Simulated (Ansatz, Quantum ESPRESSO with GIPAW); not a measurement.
**Solid-state NMR of RbC2O2 by GIPAW**

Aim: the magnetic shielding tensor of every site in RbC2O2 and the field gradients at its nuclei.

Main program and level: Quantum ESPRESSO with GIPAW 8.0dev (patched build); DFT, PBE, plane-wave PAW (pslibrary 1.0.0 recipes), scalar-relativistic, GIPAW; a patched development version of the program.

**1. The starting structure**

It takes space group C2/m (No. 12, monoclinic). The conventional cell has a = 11.141 Å, b = 6.961 Å, c = 4.546 Å, α = 90.00°, β = 90.92°, γ = 90.00°. Rb has 8 O at 2.92 to 3.57 Å and 4 C at 3.44 to 3.49 Å nearest. O has 4 C at 1.26 to 3.36 Å and 4 Rb at 2.92 to 3.57 Å nearest. Nearest to C lie 1 O at 1.26 Å and 2 C at 1.48 Å. Farther neighbours and most contacts between anions are not listed.

The cell is a computed entry of the Materials Project; it need not be the form that is stable at ambient conditions.

This structure had its atoms relaxed beforehand (DFT, PBE, plane-wave PAW (pslibrary 1.0.0 recipes), Quantum ESPRESSO with GIPAW), starting from the database entry, since shieldings follow bond lengths closely.

**2. Ground state**

First the ground state. The response equations take the occupied wavefunctions as exact, so conv_thr is set much tighter than for an energy. No empty states are asked for: the response is solved without them. The mesh has a spacing of 0.28 Å⁻¹ at most. The PAW files were made with ld1.x from the pslibrary 1.0.0 recipes, with GIPAW reconstruction switched on.

run_scf.py reads:

```python
from ase import Atoms
from ase.calculators.espresso import Espresso, EspressoProfile

atoms = Atoms(
    ['Rb', 'Rb', 'O', 'O', 'O', 'O', 'C', 'C', 'C', 'C'],
    cell=[
        [5.57044800, -3.48058400, 0.00000000],
        [5.57044800, 3.48058400, 0.00000000],
        [-0.07332000, 0.00000000, 4.54559100],
    ],
    scaled_positions=[
        [0.65943562, 0.65943562, 0.79784612],
        [0.34056438, 0.34056438, 0.20215388],
        [0.87813266, 0.34993353, 0.28159515],
        [0.34993353, 0.87813266, 0.28159515],
        [0.65006647, 0.12186734, 0.71840485],
        [0.12186734, 0.65006647, 0.71840485],
        [0.84200708, 0.05469046, 0.60041118],
        [0.94530954, 0.15799292, 0.39958882],
        [0.15799292, 0.94530954, 0.39958882],
        [0.05469046, 0.84200708, 0.60041118],
    ],
    pbc=True,
)
atoms.calc = Espresso(
    profile=EspressoProfile(command='mpirun -np 4 pw.x -nk 4', pseudo_dir='./'),
    pseudopotentials={
        'Rb': 'Rb.pbe-spn-kjpaw_psl.1.0.0-gipaw.UPF',
        'O': 'O.pbe-n-kjpaw_psl.1.0.0-gipaw.UPF',
        'C': 'C.pbe-n-kjpaw_psl.1.0.0-gipaw.UPF',
    },
    input_data={
        'control': {'calculation': 'scf', 'prefix': 'x', 'outdir': './tmp/'},
        'system': {'ecutwfc': 55, 'ecutrho': 330, 'nbnd': 29},
        'electrons': {'conv_thr': 1.0e-10, 'mixing_beta': 0.7, 'electron_maxstep': 100},
    },
    kpts=(4, 4, 5),
    koffset=(0, 0, 0),
)
print('energy', atoms.get_potential_energy(), 'eV')
```

ASE writes espresso.pwi from it and starts pw.x, whose log goes to espresso.pwo.

espresso.pwi reads:

```
&CONTROL
   calculation      = 'scf'
   outdir           = './tmp/'
   prefix           = 'x'
   pseudo_dir       = './'
/
&SYSTEM
   nbnd             = 29
   ecutwfc          = 55
   ecutrho          = 330
   ntyp             = 3
   nat              = 10
   ibrav            = 0
/
&ELECTRONS
   electron_maxstep = 100
   conv_thr         = 1e-10
   mixing_beta      = 0.7
/
&IONS
/
&CELL
/
&FCP
/
&RISM
/
ATOMIC_SPECIES
Rb 85.4678 Rb.pbe-spn-kjpaw_psl.1.0.0-gipaw.UPF
O 15.999 O.pbe-n-kjpaw_psl.1.0.0-gipaw.UPF
C 12.011 C.pbe-n-kjpaw_psl.1.0.0-gipaw.UPF

K_POINTS automatic
4 4 5  0 0 0

CELL_PARAMETERS angstrom
5.57044800000000 -3.48058400000000 0.00000000000000
5.57044800000000 3.48058400000000 0.00000000000000
-0.07332000000000 0.00000000000000 4.54559100000000

ATOMIC_POSITIONS angstrom
Rb 7.2882055836 -0.0000000000 3.6266821425  
Rb 3.7793704164 -0.0000000000 0.9189088575  
O 6.8202322956 -1.8384414407 1.2800163795  
O 6.8202322956 1.8384414407 1.2800163795  
O 4.2473437044 -1.8384414407 3.2655746205  
O 4.2473437044 1.8384414407 3.2655746205  
C 4.9509848706 -2.7403216305 2.7292236561  
C 6.1165911294 -2.7403216305 1.8163673439  
C 6.1165911294 2.7403216305 1.8163673439  
C 4.9509848706 2.7403216305 2.7292236561
```

Command:

```bash
$ python run_scf.py
```

What it wrote:

```text
Warning: card &CELL ignored
Warning: card &FCP ignored
Warning: card &RISM ignored

     using ibrav=0 with symmetry is DISCOURAGED, use correct ibrav instead

     bravais-lattice index     =            0
     lattice parameter (alat)  =      12.4125  a.u.
     unit-cell volume          =    1189.4856 (a.u.)^3
     number of atoms/cell      =           10
     number of atomic types    =            3
     number of electrons       =        58.00
     number of Kohn-Sham states=           29
     kinetic-energy cutoff     =      55.0000  Ry
     charge density cutoff     =     330.0000  Ry
     scf convergence threshold =      1.0E-10
     mixing beta               =       0.7000
     number of iterations used =            8  plain     mixing
     Exchange-correlation= SLA-PW-PBX-PBC
                           (   1   4   3   4   0   0   0)
[...]
Rb                9.00    85.46780     Rb( 1.00)
     O                 6.00    15.99900     O ( 1.00)
     C                 4.00    12.01100     C ( 1.00)

      4 Sym. Ops., with inversion, found
[...]
number of k points=    27
[...]
Dense  grid:   120359 G-vectors     FFT dimensions: (  72,  72,  50)

     Smooth grid:    65581 G-vectors     FFT dimensions: (  60,  60,  45)

     Check: negative core charge=   -0.000006

     Initial potential from superposition of free atoms

     starting charge      57.9542, renormalised to      58.0000
     Starting wfcs are   48 randomized atomic wfcs

     Self-consistent Calculation

     iteration #  1     ecut=    55.00 Ry     beta= 0.70
     Davidson diagonalization with overlap
     ethr =  1.00E-02,  avg # of iterations =  2.0

     total energy              =    -719.61953097 Ry
     estimated scf accuracy    <       1.46832907 Ry

     iteration #  2     ecut=    55.00 Ry     beta= 0.70
     Davidson diagonalization with overlap
     ethr =  2.53E-03,  avg # of iterations =  7.7

     total energy              =    -719.94100361 Ry
     estimated scf accuracy    <       2.68544929 Ry

     iteration #  3     ecut=    55.00 Ry     beta= 0.70
     Davidson diagonalization with overlap
     ethr =  2.53E-03,  avg # of iterations =  6.4

     total energy              =    -720.21612991 Ry
     estimated scf accuracy    <       0.18870397 Ry

[...]
total energy              =    -720.45399603 Ry
[...]
iteration # 27     ecut=    55.00 Ry     beta= 0.70
     Davidson diagonalization with overlap
     ethr =  2.23E-12,  avg # of iterations =  1.7

     total energy              =    -720.45399603 Ry
     estimated scf accuracy    <          2.0E-09 Ry

     iteration # 28     ecut=    55.00 Ry     beta= 0.70
     Davidson diagonalization with overlap
     ethr =  2.23E-12,  avg # of iterations =  6.0

     End of self-consistent calculation
     [one-electron energies left out]

!    total energy              =    -720.45399603 Ry
     total all-electron energy =    -12831.985216 Ry
     estimated scf accuracy    <          1.2E-11 Ry

     The total energy is the sum of the following terms:
     one-electron contribution =    -135.38323543 Ry
     hartree contribution      =      94.58150605 Ry
     xc contribution           =     -87.03789011 Ry
     ewald contribution        =    -165.48653401 Ry
     one-center paw contrib.   =    -427.12784253 Ry

     convergence has been achieved in  28 iterations
[...]
JOB DONE.
```

Elapsed: 2.1 min, on 4 MPI ranks of Arm Neoverse V2, shared host; peak memory 1 GiB.

It converged in 28 cycles to an estimated accuracy of 1e-11 Ry, on 27 irreducible k-points.

**3. Shieldings**

The job finds the current that a weak uniform field induces (applied as a long wave, q_gipaw) and the field that this current makes at each nucleus. On atoms with p or d valence electrons much of the paramagnetic part arises close to the nucleus, where the PAW partial waves rebuild the true states. pawproj makes the reconstruction use the PAW data sets' own projectors.

nmr.in reads:

```
&inputgipaw
  job = 'nmr'
  prefix = 'x'
  tmp_dir = './tmp/'
  restart_mode = 'from_scratch'
  verbosity = 'low'
  q_gipaw = 0.01
  spline_ps = .true.
  conv_threshold = 1.0d-11
  use_nmr_macroscopic_shape = .false.
  pawproj(1) = .true.
  pawproj(2) = .true.
  pawproj(3) = .true.
/
```

Command:

```bash
$ mpirun -np 4 gipaw.x -in nmr.in > nmr.out
```

What it wrote:

```text
[banner, memory and clock lines left out]
[a note of our patched build left out]

     Parallelizing q-star over 1 images

     IMPORTANT: XC functional enforced from input :
     Exchange-correlation= PBE
                           (   1   4   3   4   0   0   0)
     Any further DFT definition will be discarded
     Please, verify this is what you really want

     Check: negative core charge=   -0.000006
[...]
projs nearly linearly dependent: l=0  n1,n2= 1, 2  s=  0.99581283
[...]
alpha_pv=     51.8696 eV

     spline_ps is .false., expect some extrapolation errors

     q-space interpolation up to    66.00 Rydberg

     GIPAW job: nmr
     NMR macroscopic correction: no
[...]
Computing the magnetic susceptibility     isolve=0    ethr=  0.1000E-10
     Starting from scratch
     k-point #    1 of    27      pool #  1    cpu time:       1.2
[...]
End of magnetic susceptibility calculation

     f-sum rule (1st term):
           -58.2041         -0.0000         -0.0322
             0.0000        -58.1814          0.0000
            -0.0322          0.0000        -58.2187

     f-sum rule (2nd term):
            -0.8344          0.0000          0.0323
             0.0000         -0.8572         -0.0000
             0.0324          0.0000         -0.8196

     f-sum rule (should be   -59.0361):
           -59.0385         -0.0000          0.0001
             0.0000        -59.0386          0.0000
             0.0001          0.0000        -59.0384

[... susceptibilities left out ...]
     Contributions to the NMR chemical shifts: -------------------------------

     Macroscopic shape contribution in ppm:                    0.00
             0.0000          0.0000          0.0000
             0.0000          0.0000          0.0000
             0.0000          0.0000          0.0000

     Core contribution in ppm:

     Atom  1  Rb  pos: (  1.109580 -0.000000  0.552138)  core sigma:        3328.08
     Atom  2  Rb  pos: (  0.575384 -0.000000  0.139898)  core sigma:        3328.08
     Atom  3  O   pos: (  1.038334 -0.279890  0.194874)  core sigma:         271.07
     Atom  4  O   pos: (  1.038334  0.279890  0.194874)  core sigma:         271.07
     Atom  5  O   pos: (  0.646629 -0.279890  0.497162)  core sigma:         271.07
     Atom  6  O   pos: (  0.646629  0.279890  0.497162)  core sigma:         271.07
     Atom  7  C   pos: (  0.753754 -0.417195  0.415506)  core sigma:         200.51
     Atom  8  C   pos: (  0.931210 -0.417195  0.276530)  core sigma:         200.51
     Atom  9  C   pos: (  0.931210  0.417195  0.276530)  core sigma:         200.51
     Atom 10  C   pos: (  0.753754  0.417195  0.415506)  core sigma:         200.51

     Bare contribution in ppm:

     Atom  1  Rb  pos: (  1.109580 -0.000000  0.552138)  bare sigma:         114.49
[...]
Atom  2  Rb  pos: (  0.575384 -0.000000  0.139898)  bare sigma:         114.49
[...]
Atom  3  O   pos: (  1.038334 -0.279890  0.194874)  bare sigma:         -23.23
[...]
Atom  4  O   pos: (  1.038334  0.279890  0.194874)  bare sigma:         -23.23
[...]
Atom  5  O   pos: (  0.646629 -0.279890  0.497162)  bare sigma:         -23.23
[...]
Atom  6  O   pos: (  0.646629  0.279890  0.497162)  bare sigma:         -23.23
[...]
Atom  7  C   pos: (  0.753754 -0.417195  0.415506)  bare sigma:        -105.91
[...]
Atom  8  C   pos: (  0.931210 -0.417195  0.276530)  bare sigma:        -105.91
[...]
Atom  9  C   pos: (  0.931210  0.417195  0.276530)  bare sigma:        -105.91
[...]
Atom 10  C   pos: (  0.753754  0.417195  0.415506)  bare sigma:        -105.91
[...]
Diamagnetic contribution in ppm:

     Atom  1  Rb  pos: (  1.109580 -0.000000  0.552138)  dia sigma:         -15.93
[...]
Atom  2  Rb  pos: (  0.575384 -0.000000  0.139898)  dia sigma:         -15.93
[...]
Atom  3  O   pos: (  1.038334 -0.279890  0.194874)  dia sigma:          17.33
[...]
Atom  4  O   pos: (  1.038334  0.279890  0.194874)  dia sigma:          17.33
[...]
Atom  5  O   pos: (  0.646629 -0.279890  0.497162)  dia sigma:          17.33
[...]
Atom  6  O   pos: (  0.646629  0.279890  0.497162)  dia sigma:          17.33
[...]
Atom  7  C   pos: (  0.753754 -0.417195  0.415506)  dia sigma:           4.46
[...]
Atom  8  C   pos: (  0.931210 -0.417195  0.276530)  dia sigma:           4.46
[...]
Atom  9  C   pos: (  0.931210  0.417195  0.276530)  dia sigma:           4.46
[...]
Atom 10  C   pos: (  0.753754  0.417195  0.415506)  dia sigma:           4.46
[...]
Paramagnetic contribution in ppm:

     Atom  1  Rb  pos: (  1.109580 -0.000000  0.552138)  para sigma:        -942.31
[...]
Atom  2  Rb  pos: (  0.575384 -0.000000  0.139898)  para sigma:        -942.31
[...]
Atom  3  O   pos: (  1.038334 -0.279890  0.194874)  para sigma:        -106.83
[...]
Atom  4  O   pos: (  1.038334  0.279890  0.194874)  para sigma:        -106.83
[...]
Atom  5  O   pos: (  0.646629 -0.279890  0.497162)  para sigma:        -106.83
[...]
Atom  6  O   pos: (  0.646629  0.279890  0.497162)  para sigma:        -106.83
[...]
Atom  7  C   pos: (  0.753754 -0.417195  0.415506)  para sigma:        -119.77
[...]
Atom  8  C   pos: (  0.931210 -0.417195  0.276530)  para sigma:        -119.77
[...]
Atom  9  C   pos: (  0.931210  0.417195  0.276530)  para sigma:        -119.77
[...]
Atom 10  C   pos: (  0.753754  0.417195  0.415506)  para sigma:        -119.77
[...]
Paramagnetic US occ-occ contribution in ppm:

     Atom  1  Rb  pos: (  1.109580 -0.000000  0.552138)  para_oo sigma:          -1.27
[...]
Atom  2  Rb  pos: (  0.575384 -0.000000  0.139898)  para_oo sigma:          -1.27
[...]
Atom  3  O   pos: (  1.038334 -0.279890  0.194874)  para_oo sigma:          -1.29
[...]
Atom  4  O   pos: (  1.038334  0.279890  0.194874)  para_oo sigma:          -1.29
[...]
Atom  5  O   pos: (  0.646629 -0.279890  0.497162)  para_oo sigma:          -1.29
[...]
Atom  6  O   pos: (  0.646629  0.279890  0.497162)  para_oo sigma:          -1.29
[...]
Atom  7  C   pos: (  0.753754 -0.417195  0.415506)  para_oo sigma:          -0.49
[...]
Atom  8  C   pos: (  0.931210 -0.417195  0.276530)  para_oo sigma:          -0.49
[...]
Atom  9  C   pos: (  0.931210  0.417195  0.276530)  para_oo sigma:          -0.49
[...]
Atom 10  C   pos: (  0.753754  0.417195  0.415506)  para_oo sigma:          -0.49
[...]
Paramagnetic US L_R Q_R contribution in ppm:

     Atom  1  Rb  pos: (  1.109580 -0.000000  0.552138)  para_lq sigma:         718.91
[...]
Atom  2  Rb  pos: (  0.575384 -0.000000  0.139898)  para_lq sigma:         718.91
[...]
Atom  3  O   pos: (  1.038334 -0.279890  0.194874)  para_lq sigma:        -221.60
[...]
Atom  4  O   pos: (  1.038334  0.279890  0.194874)  para_lq sigma:        -221.60
[...]
Atom  5  O   pos: (  0.646629 -0.279890  0.497162)  para_lq sigma:        -221.60
[...]
Atom  6  O   pos: (  0.646629  0.279890  0.497162)  para_lq sigma:        -221.60
[...]
Atom  7  C   pos: (  0.753754 -0.417195  0.415506)  para_lq sigma:         -25.10
[...]
Atom  8  C   pos: (  0.931210 -0.417195  0.276530)  para_lq sigma:         -25.10
[...]
Atom  9  C   pos: (  0.931210  0.417195  0.276530)  para_lq sigma:         -25.10
[...]
Atom 10  C   pos: (  0.753754  0.417195  0.415506)  para_lq sigma:         -25.10
[...]
Total NMR chemical shifts in ppm: ---------------------------------------
     (adopting the Simpson convention for anisotropy and asymmetry)-----------

     Atom  1  Rb  pos: (  1.109580 -0.000000  0.552138)  Total sigma:        3201.97
          3192.5630         -0.0000        -18.5088
            -0.0000       3203.9689         -0.0000
            -7.2619          0.0000       3209.3770

     Rb      1    anisotropy:    -24.58    eta:    0.7560
[...]
Atom  2  Rb  pos: (  0.575384 -0.000000  0.139898)  Total sigma:        3201.97
[... its tensor is left out ...]
     Atom  3  O   pos: (  1.038334 -0.279890  0.194874)  Total sigma:         -64.55
           -45.1346       -119.4462        291.1183
          -114.3236       -269.9042         78.2391
           286.6959         76.6264        121.4001

     O       3    anisotropy:    605.20    eta:    0.6939
[...]
Atom  4  O   pos: (  1.038334  0.279890  0.194874)  Total sigma:         -64.55
[... its tensor is left out ...]
     Atom  5  O   pos: (  0.646629 -0.279890  0.497162)  Total sigma:         -64.55
[... its tensor is left out ...]
     Atom  6  O   pos: (  0.646629  0.279890  0.497162)  Total sigma:         -64.55
[... its tensor is left out ...]
     Atom  7  C   pos: (  0.753754 -0.417195  0.415506)  Total sigma:         -46.29
           -39.6962         -2.9111         77.7827
            -3.9519       -100.2919          3.3198
            75.4354          4.8147          1.1254

     C       7    anisotropy:    159.44    eta:    0.0992
[...]
Atom  8  C   pos: (  0.931210 -0.417195  0.276530)  Total sigma:         -46.29
[... its tensor is left out ...]
     Atom  9  C   pos: (  0.931210  0.417195  0.276530)  Total sigma:         -46.29
[... its tensor is left out ...]
     Atom 10  C   pos: (  0.753754  0.417195  0.415506)  Total sigma:         -46.29
[... its tensor is left out ...]
```

Wall time 18 min (4 MPI ranks); peak memory 0.6 GiB.

The f-sum rule is met to 0.0025 of 59.0 (0.004 %). Converged shieldings require that this miss be small, but a small miss does not prove them.

From the symmetric part of each tensor, with principal values σ11 ≤ σ22 ≤ σ33: σ_iso is their mean, the span is σ33 − σ11 and the skew 3(σ_iso − σ22)/span. (gipaw.x prints an anisotropy in another convention.)

| site | atom no. | atoms in cell | σ_iso (ppm) | span (ppm) | skew |
| --- | --- | --- | --- | --- | --- |
| Rb | 1 | 2 | 3202 | 31 | -0.19 |
| O | 3 | 4 | -64.5 | 745.2 | 0.25 |
| C | 7 | 4 | -46.3 | 164.7 | 0.87 |

The macroscopic shape term is switched off. For a spherical sample the valence susceptibility of this run would add about 6 ppm to every site, a rough estimate, since the susceptibility converges slowly and lacks part of the PAW terms. Differences within the crystal don't depend on it, but shieldings of different compounds can't be compared to better than a few ppm without it.

In this run the largest span is that of O (site symmetry 1), with principal values -406.3, -126.3 and 338.9 ppm. On O the least shielded direction lies along its short bond to C.

(Continued in part 2 of 2.)

[Banner, clock, file and message-heading lines were taken out of the pw.x and gipaw.x logs.]

[Logs are printed without paths, hosts, clocks, repeated set-up lines and the standing remarks that a program may print on its own settings, such as how far it seeks lower states.]

[Hosts, paths, dates, database ids (printed as entryN), source tags and the programs' standing remarks are cut or masked in the printed files.]

[Where no reference line passes its bar on scatter, no shift is given, so a measured shift of this compound may stand uncompared.]
